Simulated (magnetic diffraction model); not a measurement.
**Solving a magnetic structure from powder neutron data: Ba2MnP2**

Space group Ibam (no. 72), a = 6.6470 Å, b = 13.0400 Å, c = 6.3590 Å.

```csv
site,atom,x,y,z
8j,Ba,0.3099,0.8566,0
4a,Mn,0,0,3/4
8j,P,0.2936,0.6063,0
```

The compound is invented for this exercise: a known structure type with other elements, its cell scaled to their sizes and not relaxed.

Only Mn is taken to order (form factors of Mn2+); orders and moment sizes are assumed, and not adapted to the symmetry. Radiation: neutrons of λ = 2.52 Å, 5° to 70°; isotropic B of 0.42 Å² (Ba), 0.57 Å² (Mn) and 0.7 Å² (P). The intensities are simulated: I ∝ L Σ (|F_N|² + |F_M⊥|²) for unpolarised neutrons, with F_M = 2.695 fm/μB × Σ f(s) S exp(2πi Q·r) exp(−B s²) at Q = H ± k (one set where k and −k are equivalent), only the part normal to Q counting and L = 1/(sin²θ cos θ). For collinear order S is the moment m, which repeats by lattice and centring translations R with the sign exp(−2πi k·R). Form factors are spin-only for 3d ions and dipole or tabulated for f ions, scattering lengths are Sears's of 1992, and absorption is left out. A label names one of the reflections at its angle. The strongest nuclear line in the range is 100, and lines under 0.2 are left out.

Above the ordering temperature:

```csv
2θ (°),index,I
22.29,(0 2 0),9.3
24.57,(1 1 0),17.1
40.53,(1 3 0),1.0
44.56,(2 0 0),73.8
45.47,(0 4 0),86.7
46.69,(0 0 2),100.0
50.37,(2 2 0),5.0
52.02,(2 1 1),43.6
52.32,(0 2 2),4.0
53.46,(1 1 2),7.0
56.58,(1 4 1),37.3
62.23,(2 3 1),25.8
62.53,(1 5 0),6.8
63.51,(1 3 2),14.7
65.56,(2 4 0),22.4
66.52,(2 0 2),29.6
67.22,(0 4 2),39.7
```

Below it (cell unchanged):

```
2θ (°)      I
 15.76    5.4
 19.31    4.7
 22.29    9.3
 24.57   17.1
 27.41    1.1
 35.05    0.9
 36.35    0.8
 36.87    1.4
 37.41    0.3
 38.12    1.3
 40.53    1.0
 41.93    0.8
 43.06    0.8
 44.56   73.8
 45.47   86.7
 46.69  100.0
 48.58    0.4
 49.41    0.4
 49.99    0.7
 50.37    5.0
 50.41    0.4
 52.02   43.6
 52.32    4.0
 53.46    7.0
 54.06    0.5
 56.58   37.3
 57.91    0.2
 59.17    0.4
 60.42    0.3
 60.58    0.2
 61.80    0.4
 62.23   25.8
 62.53    6.8
 62.84    0.3
 63.51   14.7
 65.38    0.3
```
(The table stops after 36 lines; 5 more lie at higher angle.)

**Question.** Check that the new lines index with k = (1/2 0 1/2), then choose among these models:
A. collinear moments along [010], 1.08 μB on Mn; signs + at (0, 0, 3/4), − at (0, 0, 1/4)
B. collinear moments along [101], 1.08 μB on Mn; signs + at (0, 0, 3/4), + at (0, 0, 1/4)
C. collinear moments along [010], 1.08 μB on Mn; signs + at (0, 0, 3/4), + at (0, 0, 1/4)
D. collinear moments along [101], 1.08 μB on Mn; signs + at (0, 0, 3/4), − at (0, 0, 1/4)

The new lines index as (1/2 0 1/2) at 15.76°, (1/2 1 -1/2) at 19.31°, (1/2 2 1/2) at 27.41° and (3/2 0 -1/2) at 35.05°, that is as H ± k with k = (1/2 0 1/2), one of 2 inequivalent arms of its star (k and −k counted as one), which a powder can't tell apart. Half indices mean that the moments reverse under translations with k·R a half-integer, and the magnetic cell has twice the primitive volume.

Magnetic intensity, observed (below minus above) and for each model:

| 2θ (°) | index | observed | A | B | C | D |
| --- | --- | --- | --- | --- | --- | --- |
| 15.76 | (1/2 0 1/2) | 5.4 | 5.4 | <0.2 | 5.4 | <0.2 |
| 19.31 | (1/2 1 -1/2) | 4.7 | 4.7 | 7.0 | 4.7 | 7.0 |
| 27.41 | (1/2 2 1/2) | 1.1 | 1.1 | 2.1 | 1.1 | 2.1 |
| 35.05 | (3/2 0 -1/2) | 0.9 | 0.9 | 0.7 | 0.9 | 0.7 |
| 36.87 | (3/2 1 1/2) | 1.4 | 1.4 | 0.4 | 1.4 | 0.4 |
| 37.41 | (1/2 3 -1/2) | 0.3 | 0.3 | 1.5 | 0.3 | 1.5 |
| 38.12 | (1/2 1 3/2) | 1.3 | 1.3 | 0.4 | 1.3 | 0.4 |
| 48.42 | (1/2 4 1/2) | <0.2 | <0.2 | 0.7 | <0.2 | 0.7 |

Models A and C match alike on every line, so these data can't choose among them (such ties are often domains of one structure).

The structure used: k = (1/2 0 1/2), collinear moments along [010], 1.08 μB on Mn; signs + at (0, 0, 3/4), − at (0, 0, 1/4).

[Logs are printed without paths, hosts, clocks, repeated set-up lines and the standing remarks that a program may print on its own settings, such as how far it seeks lower states.]
